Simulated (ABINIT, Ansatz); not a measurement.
# A GW chain in ABINIT: Cl (Cmce)

Wanted: ground state, empty states, screening and self-energy for Cl (Cmce).

Program: ABINIT 10.8.3. Level of theory: PBE and many-body steps on it, plane waves. Results are calculated unless marked as measured.

### 1. Starting point

It takes space group Cmce (No. 64, orthorhombic). Conventional cell: a = 6.290 Å, b = 4.500 Å, c = 8.210 Å, α = 90.00°, β = 90.00°, γ = 90.00°. Nearest to Cl lie 1 Cl at 2.02 Å.

The cell and positions come from the Crystallography Open Database and are kept as given unless a step says otherwise.

### 2. Ground state

This step: ABINIT 10.8.3; DFT, PBE, plane waves, norm-conserving pseudopotentials.

The ground-state density comes first.

run.abi

```
acell 3*1.0 Angstrom
rprim 
  3.145000000000 -2.250000000000 0.000000000000
  3.145000000000 2.250000000000 0.000000000000
  0.000000000000 0.000000000000 8.210000000000
ntypat 1
znucl 17
natom 4
typat 1 1 1 1
xred 
  0.870000000000 0.130000000000 0.100000000000
  0.630000000000 0.370000000000 0.600000000000
  0.130000000000 0.870000000000 0.900000000000
  0.370000000000 0.630000000000 0.400000000000
pp_dirpath "pseudos"
pseudos "Cl.upf"
ecut 25
ngkpt 6 6 4
nshiftk 1
shiftk 0 0 0
kptopt 1
chksymbreak 0
nband 20
occopt 1
tolvrs 1e-10
nstep 60
prtwf 0
indata_prefix "in"
outdata_prefix "out"
tmpdata_prefix "tmp"
```

On the command line:

```bash
> OMP_NUM_THREADS=1 mpirun -n 4 abinit run.abi > log
```

Numbers of over 12 decimals in the logs are rounded to 6 here.

The log of the run:

```text
.Version 10.8.3 of ABINIT. v10.8.2 released Aug 2026.

 Symmetries : space group Cm c a (# 64); Bravais oC (1-face-center ortho.)
================================================================================
 Values of the parameters that define the memory need of the present run
     intxc =       0    ionmov =       0      iscf =       7    lmnmax =       6
     lnmax =       6     mgfft =      72  mpssoang =       3    mqgrid =    3493
     natom =       4  nloc_mem =       1    nspden =       1   nspinor =       1
    nsppol =       1      nsym =       8    n1xccc =    2501    ntypat =       1
    occopt =       1   xclevel =       2
-    mband =          20        mffmem =           1         mkmem =          10
       mpw =        4710          nfft =       93312          nkpt =          39
================================================================================
  Rough estimation (10% accuracy) of disk space for files :
================================================================================

--------------------------------------------------------------------------------
------------- Echo of variables that govern the present computation ------------
--------------------------------------------------------------------------------
 -outvars: echo values of preprocessed input variables --------
            acell      1.8897261259E+00  1.8897261259E+00  1.8897261259E+00 Bohr

      chksymbreak           0
             ecut      2.50000000E+01 Hartree
-          fftalg         312

              ixc     -101130
              kpt      0.00000000E+00  0.00000000E+00  0.00000000E+00
                       1.66666667E-01  0.00000000E+00  0.00000000E+00
                       3.33333333E-01  0.00000000E+00  0.00000000E+00
                       5.00000000E-01  0.00000000E+00  0.00000000E+00
                       1.66666667E-01  1.66666667E-01  0.00000000E+00
                       3.33333333E-01  1.66666667E-01  0.00000000E+00
                       5.00000000E-01  1.66666667E-01  0.00000000E+00
                      -3.33333333E-01  1.66666667E-01  0.00000000E+00
                      -1.66666667E-01  1.66666667E-01  0.00000000E+00
   [... 28 further rows ...]
                      -3.33333333E-01  3.33333333E-01  5.00000000E-01
                       5.00000000E-01  5.00000000E-01  5.00000000E-01
         kptrlatt        6    0    0      0    6    0      0    0    4
          kptrlen      4.38451851E+01
P           mkmem          10
            natom           4
            nband          20
            ngfft          36      36      72
             nkpt          39
            nstep          60
             nsym           8
           ntypat           1
              occ      2.000000  2.000000  2.000000  2.000000  2.000000  2.000000
                       2.000000  2.000000  2.000000  2.000000  2.000000  2.000000
                       2.000000  2.000000  0.000000  0.000000  0.000000  0.000000
                       0.000000  0.000000
            prtwf           0
            rprim      3.1450000000E+00 -2.2500000000E+00  0.0000000000E+00
[...]
spgroup          64

           tolvrs      1.00000000E-10

             xred      8.7000000000E-01  1.3000000000E-01  1.0000000000E-01
[...]
znucl       17.00000

================================================================================

 chkinp: Checking input parameters for consistency.

================================================================================
== DATASET  1 ==================================================================
-   mpi_nproc: 4, omp_nthreads: 1 (-1 if OMP is not activated)

--- !DatasetInfo
iteration_state: {dtset: 1, }
dimensions: {natom: 4, nkpt: 39, mband: 20, nsppol: 1, nspinor: 1, nspden: 1, mpw: 4710, }
cutoff_energies: {ecut:  25.0, pawecutdg:  -1.0, }
electrons: {nelect:   2.80000000E+01, charge:   0.00000000E+00, occopt:   1.00000000E+00, tsmear:   1.00000000E-02, }

 Real(R)+Recip(G) space primitive vectors, cartesian coordinates (Bohr,Bohr^-1):
 R(1)=  5.9431887 -4.2518838  0.0000000  G(1)=  0.0841299 -0.1175949  0.0000000
 R(2)=  5.9431887  4.2518838  0.0000000  G(2)=  0.0841299  0.1175949  0.0000000
 R(3)=  0.0000000  0.0000000 15.5146515  G(3)=  0.0000000  0.0000000  0.0644552
 Unit cell volume ucvol=  7.8410265E+02 bohr^3
 Angles (23,13,12)=  9.00000000E+01  9.00000000E+01  7.11614758E+01 degrees

 getcut: wavevector=  0.0000  0.0000  0.0000  ngfft=  36  36  72
         ecut(hartree)=     25.000   => boxcut(ratio)=   2.06184

--- Pseudopotential description ------------------------------------------------
- Cl Generated using ONCVPSP code by D. R. Hamann
- 17.00000   7.00000  171031                  znucl, zion, pspdat
12 -101130 2 -1 1028                          pspcod,pspxc,lmax,lloc,mmax
     nproj     2     2     2
  pspatm : epsatm=    9.12776517
         --- l  ekb(1:nproj) -->
[...]
pspatm: atomic psp has been read  and splines computed

   1.02230970E+03                                ecore*ucvol(ha*bohr**3)
--------------------------------------------------------------------------------

_setup2: Arith. and geom. avg. npw (full set) are    4682.410    4682.398

================================================================================

--- !BeginCycle
iteration_state: {dtset: 1, }
solver: {iscf: 7, nstep: 60, nline: 4, wfoptalg: 0, }
tolerances: {tolvrs: 1.00E-10, }

     iter   Etot(hartree)      deltaE(h)  residm     vres2
 ETOT  1  -65.563016520983    -6.556E+01 3.387E-02 2.238E+01
 ETOT  2  -65.589223611204    -2.621E-02 7.050E-03 1.956E+00
 ETOT  3  -65.589587263899    -3.637E-04 4.864E-03 1.545E-01
 ETOT  4  -65.589621889147    -3.463E-05 2.148E-03 4.225E-02
 ETOT  5  -65.589627101151    -5.212E-06 9.614E-04 1.292E-03
 ETOT  6  -65.589627199638    -9.849E-08 2.168E-03 7.950E-05
 ETOT  7  -65.589627205584    -5.946E-09 6.894E-04 1.991E-06
 ETOT  8  -65.589627205738    -1.538E-10 6.133E-04 2.591E-07
 ETOT  9  -65.589627205778    -4.019E-11 3.831E-04 4.428E-09
 ETOT 10  -65.589627205780    -1.918E-12 2.141E-04 2.506E-10
 ETOT 11  -65.589627205780     4.832E-13 1.255E-04 5.578E-12

 At SCF step   11       vres2   =  5.58E-12 < tolvrs=  1.00E-10 =>converged.

 Cartesian components of stress tensor (hartree/bohr^3)
  sigma(1 1)= -3.77370841E-05  sigma(3 2)=  0.00000000E+00
  sigma(2 2)= -9.03805549E-06  sigma(3 1)=  0.00000000E+00
  sigma(3 3)= -2.47279903E-06  sigma(2 1)=  0.00000000E+00

--- !ResultsGS
iteration_state: {dtset: 1, }
comment   : Summary of ground state results
lattice_vectors:
- [  5.9431887,  -4.2518838,   0.0000000, ]
- [  5.9431887,   4.2518838,   0.0000000, ]
- [  0.0000000,   0.0000000,  15.5146515, ]
lattice_lengths: [   7.30753,    7.30753,   15.51465, ]
lattice_angles: [ 90.000,  90.000,  71.161, ] # degrees, (23, 13, 12)
lattice_volume:   7.8410265E+02
convergence: {deltae:  4.832E-13, res2:  5.578E-12, residm:  1.255E-04, diffor: null, }
etotal    :  -6.55896272E+01
entropy   :   0.00000000E+00
fermie    :  -3.02756789E-02
cartesian_stress_tensor: # hartree/bohr^3
- [ -3.77370841E-05,   0.00000000E+00,   0.00000000E+00, ]
- [  0.00000000E+00,  -9.03805549E-06,   0.00000000E+00, ]
- [  0.00000000E+00,   0.00000000E+00,  -2.47279903E-06, ]
pressure_GPa:   4.8297E-01
xred      :
- [  8.7000E-01,   1.3000E-01,   1.0000E-01, Cl]
- [  6.3000E-01,   3.7000E-01,   6.0000E-01, Cl]
- [  1.3000E-01,   8.7000E-01,   9.0000E-01, Cl]
- [  3.7000E-01,   6.3000E-01,   4.0000E-01, Cl]
cartesian_forces: # hartree/bohr
- [  1.80954289E-20,  -1.24535578E-03,   1.35641899E-03, ]
- [  7.26002175E-20,   1.24535578E-03,   1.35641899E-03, ]
- [ -3.70858073E-22,   1.24535578E-03,  -1.35641899E-03, ]
- [ -9.03247883E-20,  -1.24535578E-03,  -1.35641899E-03, ]
force_length_stats: {min:   1.84140802E-03, max:   1.84140802E-03, mean:   1.84140802E-03, }

 Integrated electronic density in atomic spheres:
 ------------------------------------------------
 Atom  Sphere_radius  Integrated_density
[...]
4        2.00000          4.99274342
================================================================================

 ----iterations are completed or convergence reached----

 Mean square residual over all n,k,spin=   23.421E-08; max=  12.545E-05
 reduced coordinates (array xred) for    4 atoms
       0.870000000000      0.130000000000      0.100000000000
       0.630000000000      0.370000000000      0.600000000000
       0.130000000000      0.870000000000      0.900000000000
       0.370000000000      0.630000000000      0.400000000000
 rms dE/dt=  1.2896E-02; max dE/dt=  2.1044E-02; dE/dt below (all hartree)
    1      -0.005295108056      0.005295108056     -0.021044367884
    2       0.005295108056     -0.005295108056     -0.021044367884
    3       0.005295108056     -0.005295108056      0.021044367884
    4      -0.005295108056      0.005295108056      0.021044367884

 cartesian coordinates (angstrom) at end:
    1      3.145000    -1.665000     0.821000
    2      3.145000    -0.585000     4.926000
    3      3.145000     1.665000     7.389000
    4      3.145000     0.585000     3.284000

 cartesian forces (hartree/bohr) at end:
    1      0.000000    -0.00124536     0.00135642
    2      0.000000     0.00124536     0.00135642
    3     -0.000000     0.00124536    -0.00135642
    4     -0.000000    -0.00124536    -0.00135642
 frms,max,avg= 1.0631374E-03 1.3564190E-03   0.000E+00  0.000E+00  0.000E+00 h/b

 cartesian forces (eV/Angstrom) at end:
    1      0.000000    -0.064039     0.069750
    2      0.000000     0.064039     0.069750
    3     -0.000000     0.064039    -0.069750
    4     -0.000000    -0.064039    -0.069750
 frms,max,avg= 5.4668724E-02 6.9749869E-02   0.000E+00  0.000E+00  0.000E+00 e/A
 length scales=  1.889726125908  1.889726125908  1.889726125908 bohr
              =  1.000000000000  1.000000000000  1.000000000000 angstroms
 prteigrs : about to open file out_EIG
 Fermi (or HOMO) energy (hartree) =  -0.03028   Average Vxc (hartree)=  -0.28844
 Eigenvalues (hartree) for nkpt=  39  k points:
 kpt#   1, nband= 20, wtk=  0.00694, kpt=  0.0000  0.0000  0.0000 (reduced coord)
  -0.64091   -0.63353   -0.49406   -0.47435   -0.22600   -0.19657   -0.12661   -0.12203
  -0.10941   -0.10909   -0.05601   -0.04507   -0.03565   -0.03234    0.06046    0.08112
   0.22390    0.24601    0.29106    0.33966
 prteigrs : prtvol=0 or 1, do not print more k-points.

--- !EnergyTerms
iteration_state     : {dtset: 1, }
comment             : Components of total free energy in Hartree
kinetic             :  2.21312281786968E+01
hartree             :  1.26113106288629E+01
xc                  : -1.77898133417971E+01
Ewald energy        : -4.52935173226236E+01
psp_core            :  1.30379574154858E+00
local_psp           : -4.74110710612950E+01
non_local_psp       :  8.85843997082753E+00
total_energy        : -6.55896272057798E+01
total_energy_eV     : -1.78478467962638E+03
band_energy         : -6.75520836384856E+00

 Cartesian components of stress tensor (hartree/bohr^3)
  sigma(1 1)= -3.77370841E-05  sigma(3 2)=  0.00000000E+00
  sigma(2 2)= -9.03805549E-06  sigma(3 1)=  0.00000000E+00
  sigma(3 3)= -2.47279903E-06  sigma(2 1)=  0.00000000E+00

-Cartesian components of stress tensor (GPa)         [Pressure=  4.8297E-01 GPa]
- sigma(1 1)= -1.11026335E+00  sigma(3 2)=  0.00000000E+00
- sigma(2 2)= -2.65908773E-01  sigma(3 1)=  0.00000000E+00
- sigma(3 3)= -7.27522594E-02  sigma(2 1)=  0.00000000E+00

== END DATASET(S) ==============================================================
================================================================================

 -outvars: echo values of variables after computation  --------
           etotal     -6.5589627206E+01
            nband          20
             nkpt          39
          spgroup          64
 [... the other variables as echoed above ...]

 Calculation completed.
```

The job ended after 51 s (4 MPI ranks of Arm Neoverse N1, shared host; peak memory 0.36 GiB; 3.4 min of CPU time).

This step gave:

```yaml
total_energy: -1784.7847 eV
gap: 2.469 eV
k_of_the_valence_top: 0.5, 0.5, 0
k_of_the_conduction_bottom: 0, 0, 0
least_direct_gap: 2.525 eV
pressure: 0.4830 GPa
```

The gap is indirect, with the least direct gap 0.06 eV higher.

The cutoff was set for levels, not for stress, so the pressure can be off by some GPa.

[end of part 1 of 3]

[Paths, hosts, dates, memory and timing lines, banners, echoed tables and standing remarks are left out of the program output.]

[Logs are printed without paths, hosts, clocks, repeated set-up lines and the standing remarks that a program may print on its own settings, such as how far it seeks lower states.]

[Runs of the session that timed out or met a known fault of the program may be left out.]

[Hosts, paths, dates, database ids (printed as entryN), source tags and the programs' standing remarks are cut or masked in the printed files.]

[G0W0 gaps are taken among the corrected bands and points alone; a level outside them can change the order at an edge.]

[Where Ansatz stands beside ABINIT at settings called matched, ABINIT's density can come from a denser mesh and the files from another edition; pairs whose starting gaps differed by over 0.03 eV were left out, so agreement reads better than it is.]
